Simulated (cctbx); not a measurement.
## Diagnosing a refinement

Cell a = 4.3470 Å, b = 4.3610 Å, c = 16.2610 Å, α = 90.00°, β = 90.00°, γ = 90.00°; space group Pmm2 (no. 25).

Simulated single-crystal data (cctbx): Mo Kα, λ = 0.71073 Å, to d = 0.8 Å, 80 % of the full sphere, strongest reflection 5000 counts, noise from counting, a 2 % proportional error and a noise floor of 4 counts (s.d.); no absorption.

An anisotropic refinement with weights 1/σ² prints:

```text
Rint 0.038, 796 unique reflections to 0.80 A
cycle     R1     wR2    GooF  max shift (A)
   1  0.0403  0.0796   1.348   0.01200
   2  0.0388  0.0762   1.290   0.00008
final R1 0.0388 wR2 0.0762 GooF 1.290  parameters 52  data/parameter 15.3
atom        x        y        z      Ueq    occ   su(xyz)  su(Uiso or U11)
Dy1    0.50000  0.00000  0.10023   0.0050  1.000  0.00015  0.0010
Dy2    0.50000  0.50000  0.60216   0.0075  1.000  0.00015  0.0012
Dy3    0.00000  0.50000  0.40011   0.0046  1.000  0.00015  0.0011
Dy4    0.00000  0.00000  0.90049   0.0034  1.000  0.00016  0.0011
Sn1    0.50000  0.50000  0.24562   0.0059  1.000  0.00025  0.0024
Sn2    0.50000  0.00000  0.76429   0.0035  1.000  0.00027  0.0017
Sn3    0.00000  0.00000  0.25491   0.0103  1.000  0.00024  0.0024
Sn4    0.00000  0.50000  0.75877   0.0039  1.000  0.00024  0.0020
Sn5    0.50000  0.50000  0.93425   0.0000  1.000  0.00024  0.0015  NPD
Sn6    0.00000  0.50000  0.06028   0.0066  1.000  0.00021  0.0020
Sn7    0.00000  0.00000  0.54978   0.0094  1.000  0.00022  0.0019
Ru1    0.50000  0.00000  0.43128   0.0059  1.000  0.00032  0.0020
Mn1    0.00000  0.00000  0.69148   0.0112  1.000  0.00043  0.0035
Flack x: 1.04(4)
Hooft y: 1.057(47)  Bijvoet pairs: 375
difference map: max 3.78 min -3.51 rms 0.56
Q1    0.5000  0.0000  0.7178    1    3.79  0.76 A from Sn2
Q2    0.0000  0.5000  0.2102    1    3.56  2.25 A from Sn1
Q3    0.5000  0.0000  0.1265    1    3.48  0.43 A from Dy1
Q4    0.0000  0.5000  0.7255    1    3.10  0.54 A from Sn4
Q5    0.0000  0.0000  0.2238    1    3.05  0.51 A from Sn3
Q6    0.0000  0.0000  0.0189    1    3.03  1.93 A from Dy4
```

Q: Accept it or mend it, and why?

Mend it. The fault: the structure inverted. Against the right model at the same level, R1 goes from 0.0284 to 0.0388 and GooF from 0.93 to 1.29. Only the Bijvoet differences see the inversion, so R1 moves little while x goes to 1 − x. Flack x = 1.04 with s.u. 0.04: x is within 3 s.u. of 1: the model is inverted.

The compound is Dy4MnSn7Ru. The right model at the same level gives:

```text
Rint 0.038, 796 unique reflections to 0.80 A
cycle     R1     wR2    GooF  max shift (A)
   1  0.0301  0.0579   0.981   0.00567
   2  0.0284  0.0546   0.925   0.00003
final R1 0.0284 wR2 0.0546 GooF 0.925  parameters 52  data/parameter 15.3
atom        x        y        z      Ueq    occ   su(xyz)  su(Uiso or U11)
Dy1    0.50000  0.00000  0.89973   0.0041  1.000  0.00011  0.0007
Dy2    0.50000  0.50000  0.39793   0.0064  1.000  0.00011  0.0008
Dy3    0.00000  0.50000  0.59972   0.0052  1.000  0.00011  0.0008
Dy4    0.00000  0.00000  0.09925   0.0043  1.000  0.00012  0.0008
Sn1    0.50000  0.50000  0.75402   0.0061  1.000  0.00017  0.0017
Sn2    0.50000  0.00000  0.23530   0.0038  1.000  0.00021  0.0012
Sn3    0.00000  0.00000  0.74506   0.0109  1.000  0.00017  0.0017
Sn4    0.00000  0.50000  0.24104   0.0041  1.000  0.00018  0.0014
Sn5    0.50000  0.50000  0.06634   0.0020  1.000  0.00019  0.0011  NPD
Sn6    0.00000  0.50000  0.94000   0.0050  1.000  0.00015  0.0014
Sn7    0.00000  0.00000  0.45015   0.0061  1.000  0.00014  0.0013
Ru1    0.50000  0.00000  0.56981   0.0077  1.000  0.00025  0.0015
Mn1    0.00000  0.00000  0.30845   0.0101  1.000  0.00029  0.0024
Flack x: 0.00(3)
Hooft y: 0.004(40)  Bijvoet pairs: 375
difference map: max 2.58 min -2.50 rms 0.47
Q1    0.5000  0.0000  0.2833    1    2.58  0.78 A from Sn2
Q2    0.0000  0.5000  0.7969    1    2.02  2.28 A from Sn1
Q3    0.5000  0.0000  0.7047    1    2.01  2.19 A from Ru1
Q4    0.0000  0.0000  0.3875    1    1.98  1.02 A from Sn7
Q5    0.0000  0.0000  0.0714    1    1.97  0.45 A from Dy4
Q6    0.0000  0.0000  0.9117    1    1.88  2.18 A from Dy1
```

The model was made for the exercise: a known structure type with other elements put in, its volume estimated, not relaxed; displacement parameters are assumed.

[Middle refinement cycles are left out of these outputs.]

[Logs are printed without paths, hosts, clocks, repeated set-up lines and the standing remarks that a program may print on its own settings, such as how far it seeks lower states.]
